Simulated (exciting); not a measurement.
# K K-edge absorption of KF (Carobbiite), all-electron BSE

Aim: the K K absorption edge of KF (Carobbiite) with the electron–hole interaction treated explicitly, and what each term of the kernel does.

Method: X-ray absorption, core-level Bethe-Salpeter equation, exchange and statically screened direct term, Tamm-Dancoff, all-electron LAPW+lo PBE, in exciting sodium.

### Step 1. Starting point

It takes space group Fm-3m (No. 225, cubic). Conventional cell: a = 5.344 Å, b = 5.344 Å, c = 5.344 Å, α = 90.00°, β = 90.00°, γ = 90.00°. Nearest to K lie 6 F at 2.67 Å. F has 6 K at 2.67 Å nearest. Farther neighbours and most contacts between anions are not listed.

Structure file:

```xyz
2
Lattice="0.0000 2.6719 2.6719 2.6719 0.0000 2.6719 2.6719 2.6719 0.0000" Properties=species:S:1:pos:R:3 pbc="T T T"
K     0.0000    0.0000    0.0000
F     2.6719    2.6719    2.6719
```

Differences between curves are given as r.m.s. difference over r.m.s. height.

### Step 2. Ground state

The species files are the program's own, with muffin-tin radii set in the input.

Input file input.xml:

```
<input>
  <title>KF</title>
  <structure speciespath="." autormt="false" epslat="1.0e-5">
    <crystal>
      <basevect>0.0000000000 5.0490647452 5.0490647452</basevect>
      <basevect>5.0490647452 0.0000000000 5.0490647452</basevect>
      <basevect>5.0490647452 5.0490647452 0.0000000000</basevect>
    </crystal>
    <species speciesfile="K.xml" rmt="2.464">
      <atom coord="0.0000000000 0.0000000000 0.0000000000"/>
    </species>
    <species speciesfile="F.xml" rmt="2.300">
      <atom coord="0.5000000000 0.5000000000 0.5000000000"/>
    </species>
  </structure>
  <groundstate do="fromscratch" xctype="GGA_PBE" ngridk="5 5 5" rgkmax="7" gmaxvr="14" nempty="8" swidth="0.001" maxscl="100" epsengy="1e-5"/>
</input>
```

The run is started by

```bash
> OMP_NUM_THREADS=1 mpirun -n 2 exciting
```

Numbers of over 12 decimals in the logs are rounded to 6 here.

Output:

```text
EXCITING SODIUM started
********************************************************************************
* Ground-state run starting from atomic densities                              *
********************************************************************************
+ Starting initialization                                                      +
[... lattice and species ...]
 Spin treatment                             :    spin-unpolarised
 Number of Bravais lattice symmetries       :      48
[...]
+ Self-consistent loop stopped                                                 +
 STATE.OUT is written
********************************************************************************
* Groundstate module stopped                                                   *
********************************************************************************
 Total time spent (seconds)                 :        11.76
- CAUTION! Warnings have been written in file WARNING.OUT !                    -
| EXCITING SODIUM stopped                                                      =
[key lines of the parts left out:]
Total energy                               :      -702.13671071
Fermi energy                               :         0.03771674
```

The job ended after 14 s (2 MPI ranks of Arm Neoverse V1, shared host).

The warnings file holds hints only, no warning.

The mesh shows a gap of 6.19 eV. Core levels (Dirac, from the valence top):

```
atom  level  energy (eV)
   K  1s1/2      -3512.4
   K  2s1/2       -343.9
   K  2p1/2       -272.6
   K  2p3/2       -269.7
   F  1s1/2       -650.5
```

### Step 3. A richer basis for the empty states

Each species file gets more local orbitals, built from u and its energy derivative at 0.15 Ha and u at 0.9 Ha.

input.xml is that of step 2.

Input file SPECIES.xml, added lines:

```
<lo l="L">  <!-- L = 0, 1, 2 -->
  <wf matchingOrder="0" trialEnergy="0.1500" searchE="false"/>
  <wf matchingOrder="1" trialEnergy="0.1500" searchE="false"/>
  <wf matchingOrder="0" trialEnergy="0.9000" searchE="false"/>
</lo>
```

The run is started by

```bash
> OMP_NUM_THREADS=1 mpirun -n 2 exciting
```

Output:

```text
EXCITING SODIUM started
********************************************************************************
* Ground-state run starting from atomic densities                              *
********************************************************************************
+ Starting initialization                                                      +
[... lattice and species ...]
 Spin treatment                             :    spin-unpolarised
 Number of Bravais lattice symmetries       :      48
[...]
+ Self-consistent loop stopped                                                 +
 STATE.OUT is written
********************************************************************************
* Groundstate module stopped                                                   *
********************************************************************************
 Total time spent (seconds)                 :        10.84
- CAUTION! Warnings have been written in file WARNING.OUT !                    -
| EXCITING SODIUM stopped                                                      =
[key lines of the parts left out:]
Total energy                               :      -702.13733898
Fermi energy                               :         0.03779495
```

The job ended after 12 s (2 MPI ranks).

Against the first ground state the total energy moves by -9 meV an atom and the gap by -0.01 eV.

### Step 4. Screening, kernels and BSE for K atom 1

The absorber has 6 F at 2.67 Å (octahedral, site symmetry m-3m).

Edit input.xml of step 3 so:

```diff
@@ -15,3 +15,20 @@
   </structure>
-  <groundstate do="fromscratch" xctype="GGA_PBE" ngridk="5 5 5" rgkmax="7" gmaxvr="14" nempty="8" swidth="0.001" maxscl="100" epsengy="1e-5"/>
+  <groundstate do="skip" xctype="GGA_PBE" ngridk="5 5 5" rgkmax="7" gmaxvr="14" nempty="8" swidth="0.001" maxscl="100" epsengy="1e-5"/>
+  <xs xstype="BSE" ngridk="5 5 5" ngridq="5 5 5" vkloff="0.097 0.273 0.493" rgkmax="7" nempty="25" gqmax="3" lmaxapwwf="5" lmaxemat="2" broad="0.01654" tevout="true">
+    <energywindow intv="128.864 130.481" points="439"/>
+    <screening screentype="full" nempty="42"/>
+    <BSE xas="true" xasspecies="1" xasatom="1" xasedge="K" bsetype="singlet" nstlxas="1 21"/>
+    <qpointset>
+      <qpoint>0 0 0</qpoint>
+    </qpointset>
+    <plan>
+      <doonly task="xsgeneigvec"/>
+      <doonly task="writepmatxs"/>
+      <doonly task="scrgeneigvec"/>
+      <doonly task="scrwritepmat"/>
+      <doonly task="screen"/>
+      <doonly task="scrcoulint"/>
+      <doonly task="exccoulint"/>
+    </plan>
+  </xs>
 </input>
```

Input file input.xml for the last start (plan only):

```
  <plan>
    <doonly task="bse"/>
  </plan>
```

The run is started by

```bash
> OMP_NUM_THREADS=1 mpirun -n 2 exciting
> OMP_NUM_THREADS=2 exciting
```

Output:

```text
| EXCITING SODIUM started for task xsgeneigvec ( 301)                          =
One-shot GS runs for BSE calculations
One-shot GS runs for k+qmt/2 grids
Info(xsgeneigvec): Generating eigenvectors for Q-point      1
Info(xsgeneigvec): Generation of eigenvectors finished
| EXCITING SODIUM started for task writepmatxs ( 320)                          =
Info(writepmatxs): Momentum matrix elements finished
| EXCITING SODIUM started for task scrgeneigvec ( 401)                         =
One-shot GS runs for BSE calculations
One-shot GS runs for k+qmt/2 grids
[...]
Info(setup_bse_block): Setting up RR part of hamiltonian
Info(setup_bse_block): Singlet spin state
Info(bse): Diagonalizing RR Hamiltonian (TDA)
Info(bse): Invoking Lapack routine ZHEEVR
      5250 eigen solutions found in the interval:
         i1=       1 i2=    5250
Info(bse): Writing excition energies and oscillator strengths to text file.
Info(makespectrum_dist): Making spectrum using formula for coupling with time reversed AR basis.
Info(makespectrum_dist): Using formalism for vanishing momentum transfer.
Info(writederived): Writing quantities derived from the macroscopic dielectric function.
Info(bselauncher): Spectrum finished for iqmt=  1
Info(bselauncher): All done for BSE type singlet
```

Run time: 26 min. Hardware: 2 MPI ranks.

Wall time by task: xsgeneigvec 3.2 s, writepmatxs 14 s, scrgeneigvec 2.7 s, scrwritepmat 1.9 s, screen 85 s, scrcoulint 9.9 min, exccoulint 12 min, bse 2 min.

The K K spectrum of K atom 1 (energy from the Kohn–Sham onset, core level to the lowest empty state found on the meshes used, 3518.57 eV; the ground-state mesh sets it, and the shifted mesh has its lowest transition 0.21 eV above it; Im ε scaled to the maximum of the singlet run; cut below the end of the band set):

```
E (eV)  Im ε
  -4.5  0.02
  -4.0  0.03
  -3.5  0.04
  -3.0  0.05
  -2.5  0.07
  -2.0  0.11
  -1.5  0.19
  -1.0  0.45
  -0.5  0.91
   0.0  0.98
   0.5  0.81
   1.0  0.57
   1.5  0.38
   2.0  0.34
   2.5  0.28
   3.0  0.24
   3.5  0.26
   4.0  0.27
   4.5  0.25
   5.0  0.27
   5.5  0.34
   6.0  0.48
   6.5  0.62
   7.0  0.74
   7.5  0.90
   8.0  0.96
   8.5  0.74
   9.0  0.68
   9.5  0.56
  10.0  0.41
  10.5  0.32
  11.0  0.23
  11.5  0.20
  12.0  0.22
  12.5  0.25
  13.0  0.23
  13.5  0.19
  14.0  0.18
  14.5  0.17
  15.0  0.17
  15.5  0.19
  16.0  0.20
  16.5  0.19
  17.0  0.18
  17.5  0.16
  18.0  0.16
  18.5  0.18
  19.0  0.23
  19.5  0.26
  20.0  0.25
  20.5  0.23
  21.0  0.26
  21.5  0.27
  22.0  0.26
  22.5  0.27
  23.0  0.27
  23.5  0.25
  24.0  0.21
  24.5  0.17
```

Maxima (height): -0.2 eV (0.99), 3.9 eV (0.27), 7.8 eV (1.00), 12.7 eV (0.25), 19.6 eV (0.27), 21.3 eV (0.27) and 22.7 eV (0.28); 1 lower ones aren't listed.

The Hamiltonian has 5250 rows. The lowest groups of eigenvalues and the brightest ones, on the scale above (the program counts from the shifted mesh's onset, 0.21 eV higher). Core spinors bring spin-forbidden partners, so dark means forbidden by spin or by symmetry, and the shifted mesh splits states that symmetry would keep together:

```
energy (eV)  states within 10 meV  relative strength
     -3.863                     6               dark
     -3.236                     4               dark
     -2.123                     2               dark
     -0.751                     2               0.32
     -0.593                     2               0.73
     -0.538                     2               1.00
     -0.415                     2               0.57
     -0.200                     2               0.54
     -0.148                     2               0.51
     -0.019                     2               0.91
      0.296                     2               0.58
```

### Step 5. Independent particles

Edit input.xml of step 4 so:

```diff
@@ -19,3 +19,3 @@
     <screening screentype="full" nempty="42"/>
-    <BSE xas="true" xasspecies="1" xasatom="1" xasedge="K" bsetype="singlet" nstlxas="1 21"/>
+    <BSE xas="true" xasspecies="1" xasatom="1" xasedge="K" bsetype="IP" nstlxas="1 21"/>
     <qpointset>
@@ -24,9 +24,3 @@
     <plan>
-      <doonly task="xsgeneigvec"/>
-      <doonly task="writepmatxs"/>
-      <doonly task="scrgeneigvec"/>
-      <doonly task="scrwritepmat"/>
-      <doonly task="screen"/>
-      <doonly task="scrcoulint"/>
-      <doonly task="exccoulint"/>
+      <doonly task="bse"/>
     </plan>
```

The run is started by

```bash
> OMP_NUM_THREADS=2 exciting
```

Output:

```text
| EXCITING SODIUM started for task bse ( 445)                                  =
Info(bselauncher): Init time:    0.518285
Info(bselauncher): Setting up and diagonalizing BSE Hamiltonian.
Info(bselauncher): Using momentum transfer vectors from list :   1 to  1
Info(bselauncher): Distributing qmt-points over   1 processes.
Info(bselauncher): BSE type: IP
Info(bselauncher): Momentum transfer list index: iqmt=  1
Info(bselauncher): Momentum transfer: vqmtl=   0.000   0.000   0.000
Info(bse): Inspecting occupations...
Info(setranges_modxs): Number of non-reduced k-points:      125
[...]
highest unoccupied state:  29
  Opening gap with a scissor of:      0.000/H      0.000/eV
Info(select_transitions): Number of participating transitions:    5250
Info(bse): Selecting transitions...
Info(bse):bsegap (eV):  3518.777480
Info(bse): IP requested, nothing much to do
Info(bse): Writing excition energies and oscillator strengths to text file.
Info(makespectrum_dist): Making spectrum using formula for coupling with time reversed AR basis.
Info(makespectrum_dist): Using formalism for vanishing momentum transfer.
Info(writederived): Writing quantities derived from the macroscopic dielectric function.
Info(bselauncher): Spectrum finished for iqmt=  1
Info(bselauncher): All done for BSE type IP
```

Elapsed: 1.5 s, on 2 threads.

Maxima (height): 3.8 eV (0.43), 12.3 eV (1.00), 18.4 eV (0.32), 21.2 eV (0.35) and 22.6 eV (0.36). Against the singlet run the r.m.s. difference is 89 %. Moving the earlier curve by +4.2 eV leaves 43 %. The highest maximum lies at 12.3 eV (1.00), against 7.8 eV (1.00).

### Step 6. Exchange alone

Edit input.xml of step 5 so:

```diff
@@ -19,3 +19,3 @@
     <screening screentype="full" nempty="42"/>
-    <BSE xas="true" xasspecies="1" xasatom="1" xasedge="K" bsetype="IP" nstlxas="1 21"/>
+    <BSE xas="true" xasspecies="1" xasatom="1" xasedge="K" bsetype="RPA" nstlxas="1 21"/>
     <qpointset>
```

The run is started by

```bash
> OMP_NUM_THREADS=2 exciting
```

Output:

```text
| EXCITING SODIUM started for task bse ( 445)                                  =
Info(bselauncher): Init time:    0.517345
Info(bselauncher): Setting up and diagonalizing BSE Hamiltonian.
Info(bselauncher): Using momentum transfer vectors from list :   1 to  1
Info(bselauncher): Distributing qmt-points over   1 processes.
Info(bselauncher): BSE type: RPA
Info(bselauncher): Momentum transfer list index: iqmt=  1
Info(bselauncher): Momentum transfer: vqmtl=   0.000   0.000   0.000
Info(bse): Inspecting occupations...
Info(setranges_modxs): Number of non-reduced k-points:      125
[...]
Info(setup_bse_block): Setting up RR part of hamiltonian
Info(setup_bse_block): Using RPA approximation
Info(bse): Diagonalizing RR Hamiltonian (TDA)
Info(bse): Invoking Lapack routine ZHEEVR
      5250 eigen solutions found in the interval:
         i1=       1 i2=    5250
Info(bse): Writing excition energies and oscillator strengths to text file.
Info(makespectrum_dist): Making spectrum using formula for coupling with time reversed AR basis.
Info(makespectrum_dist): Using formalism for vanishing momentum transfer.
Info(writederived): Writing quantities derived from the macroscopic dielectric function.
Info(bselauncher): Spectrum finished for iqmt=  1
Info(bselauncher): All done for BSE type RPA
```

The job ended after 1.9 min (2 threads).

Maxima (height): 3.8 eV (0.43), 12.3 eV (1.00), 18.4 eV (0.32), 21.2 eV (0.35) and 22.7 eV (0.36). The spectrum is that of the independent-particle run within 1 %.

### Step 7. Direct term alone

Edit input.xml of step 6 so:

```diff
@@ -19,3 +19,3 @@
     <screening screentype="full" nempty="42"/>
-    <BSE xas="true" xasspecies="1" xasatom="1" xasedge="K" bsetype="RPA" nstlxas="1 21"/>
+    <BSE xas="true" xasspecies="1" xasatom="1" xasedge="K" bsetype="triplet" nstlxas="1 21"/>
     <qpointset>
```

The run is started by

```bash
> OMP_NUM_THREADS=2 exciting
```

Output:

```text
| EXCITING SODIUM started for task bse ( 445)                                  =
Info(bselauncher): Init time:    0.517238
Info(bselauncher): Setting up and diagonalizing BSE Hamiltonian.
Info(bselauncher): Using momentum transfer vectors from list :   1 to  1
Info(bselauncher): Distributing qmt-points over   1 processes.
Info(bselauncher): BSE type: triplet
Info(bselauncher): Momentum transfer list index: iqmt=  1
Info(bselauncher): Momentum transfer: vqmtl=   0.000   0.000   0.000
Info(bse): Inspecting occupations...
[...]
Info(setup_bse_block): Setting up RR part of hamiltonian
Info(setup_bse_block): Triplet spin state
Info(bse): Diagonalizing RR Hamiltonian (TDA)
Info(bse): Invoking Lapack routine ZHEEVR
      5250 eigen solutions found in the interval:
         i1=       1 i2=    5250
Info(bse): Writing excition energies and oscillator strengths to text file.
Info(makespectrum_dist): Making spectrum using formula for coupling with time reversed AR basis.
Info(makespectrum_dist): Using formalism for vanishing momentum transfer.
Info(writederived): Writing quantities derived from the macroscopic dielectric function.
Info(bselauncher): Spectrum finished for iqmt=  1
Info(bselauncher): All done for BSE type triplet
```

Run time: 1.9 min. Hardware: 2 threads.

Maxima (height): -0.2 eV (0.99), 3.9 eV (0.27), 7.8 eV (1.00), 21.3 eV (0.27) and 22.7 eV (0.28); 3 lower ones aren't listed. The spectrum is that of the singlet run within 1 %.

### Step 8. Local-field cutoff

Changed against the first singlet run: cutoff of the screened term (bohr⁻¹) from 3 to 4.

Edit input.xml of step 7 so:

```diff
@@ -16,6 +16,6 @@
   <groundstate do="skip" xctype="GGA_PBE" ngridk="5 5 5" rgkmax="7" gmaxvr="14" nempty="8" swidth="0.001" maxscl="100" epsengy="1e-5"/>
-  <xs xstype="BSE" ngridk="5 5 5" ngridq="5 5 5" vkloff="0.097 0.273 0.493" rgkmax="7" nempty="25" gqmax="3" lmaxapwwf="5" lmaxemat="2" broad="0.01654" tevout="true">
+  <xs xstype="BSE" ngridk="5 5 5" ngridq="5 5 5" vkloff="0.097 0.273 0.493" rgkmax="7" nempty="25" gqmax="4" lmaxapwwf="5" lmaxemat="2" broad="0.01654" tevout="true">
     <energywindow intv="128.864 130.481" points="439"/>
     <screening screentype="full" nempty="42"/>
-    <BSE xas="true" xasspecies="1" xasatom="1" xasedge="K" bsetype="triplet" nstlxas="1 21"/>
+    <BSE xas="true" xasspecies="1" xasatom="1" xasedge="K" bsetype="singlet" nstlxas="1 21"/>
     <qpointset>
@@ -24,3 +24,5 @@
     <plan>
-      <doonly task="bse"/>
+      <doonly task="xsgeneigvec"/>
+      <doonly task="screen"/>
+      <doonly task="scrcoulint"/>
     </plan>
```

Input file input.xml for the exchange start (cutoff and plan only):

```
  gqmax="3"
  <plan>
    <doonly task="exccoulint"/>
  </plan>
```

The run is started by

```bash
> OMP_NUM_THREADS=1 mpirun -n 2 exciting
> OMP_NUM_THREADS=1 mpirun -n 2 exciting
```

Output:

```text
| EXCITING SODIUM started for task xsgeneigvec ( 301)                          =
One-shot GS runs for BSE calculations
One-shot GS runs for k+qmt/2 grids
Info(xsgeneigvec): Generating eigenvectors for Q-point      1
Info(xsgeneigvec): Generation of eigenvectors finished
| EXCITING SODIUM started for task screen ( 430)                               =
Info(screenlauncher): Calculating screening for unshifted q-grid.
Info(screenlauncher): Number of q points:      10
Info(screenlauncher): lowest (partially)  unoccupied state:      9
Info(screenlauncher): highest (partially) occupied state  :      8
Info(screenlauncher): number of occupied states considered:    8
Info(screenlauncher): number of unoccupied states considered:   43
Info(screenlauncher): Starting loop over q-points
Info(screenlauncher): Screening for unshifted q-grid finished
Info(screenlauncher): Screening finished
| EXCITING SODIUM started for task scrcoulint ( 440)                           =
Info(scrcoulintlauncher): Setting up screened Coulomb interaction matrix W.
Info(scrcoulintlauncher): Using momentum transfer vectors from list :   1 to  1
Info(scrcoulintlauncher): Calculating screened Coulomb interaction matrix W
Info(scrcoulintlauncher): Momentum transfer list index: iqmt=  1
Info(scrcoulintlauncher): Momentum transfer: vqmtl=   0.000   0.000   0.000
Info(scrcoulintlauncher): Calculating RR block of W
Info(scrcoulint): Inspecting occupations...
Info(setranges_modxs): Number of non-reduced k-points:      125
Info(setranges_modxs): Number of states considered:       34
Info(setranges_modxs): Number of (partially) occupied states:       10
Info(setranges_modxs): Highest (partially) occupied states:        8
Info(setranges_modxs): Number of (partially) unoccupied states:       26
Info(setranges_modxs): Lowest (partially) unoccupied states:        9
Info(scrcoulint): Selecting transitions...
Info(select_transitions): Inspecting transitions in the  band interval:
  lowest occupied state:   1
  highest occupied state:   2
  lowest unoccupied state:   9
  highest unoccupied state:  29
  Opening gap with a scissor of:      0.000/H      0.000/eV
Info(select_transitions): Number of participating transitions:    5250
Info(scrcoulint): Size of file SCCLI will be about     0.206999 GB
Info(scrcoulint): Using q-grid
Info(scrcoulint): Number of reduced q-points:     10
Info(scrcoulint): Number of non-reduced q-points:    125
Info(scrcoulint): Calculating W(G1,G2,qr) fourier coefficients
Info(scrcoulint): Calculating W matrix elements
Info(scrcoulintlauncher): Screened coulomb interaction finished for iqmt=   1
| EXCITING SODIUM started for task exccoulint ( 441)                           =
Info(exccoulintlauncher): Setting up exchange interaction matrix V.
Info(exccoulintlauncher): Using momentum transfer vectors from list :   1 to  1
Info(exccoulintlauncher):Calculating exchange interaction matrix V
Info(exccoulintlauncher): Momentum transfer list index: iqmt=  1
Info(exccoulintlauncher): Momentum transfer: vqmtl=   0.000   0.000   0.000
Info(exccoulintlauncher): Calculating RR block of V
Info(exccoulint): Inspecting occupations...
Info(setranges_modxs): Number of non-reduced k-points:      125
Info(setranges_modxs): Number of states considered:       34
Info(setranges_modxs): Number of (partially) occupied states:       10
Info(setranges_modxs): Highest (partially) occupied states:        8
Info(setranges_modxs): Number of (partially) unoccupied states:       26
Info(setranges_modxs): Lowest (partially) unoccupied states:        9
Info(exccoulint): Selecting transitions...
Info(select_transitions): Inspecting transitions in the  band interval:
  lowest occupied state:   1
  highest occupied state:   2
  lowest unoccupied state:   9
  highest unoccupied state:  29
  Opening gap with a scissor of:      0.000/H      0.000/eV
Info(select_transitions): Number of participating transitions:    5250
Info(exccoulint): Size of file EXCLI will be about     0.206999 GB
```

Elapsed: 23 min, on 2 MPI ranks.

The run was cut off at its time limit.

(Continued in part 2 of 2.)

[Banner, clock and machine lines of the logs are left out without a mark of their own.]

[Logs are printed without paths, hosts, clocks, repeated set-up lines and the standing remarks that a program may print on its own settings, such as how far it seeks lower states.]

[Hosts, paths, dates, database ids (printed as entryN), source tags and the programs' standing remarks are cut or masked in the printed files.]
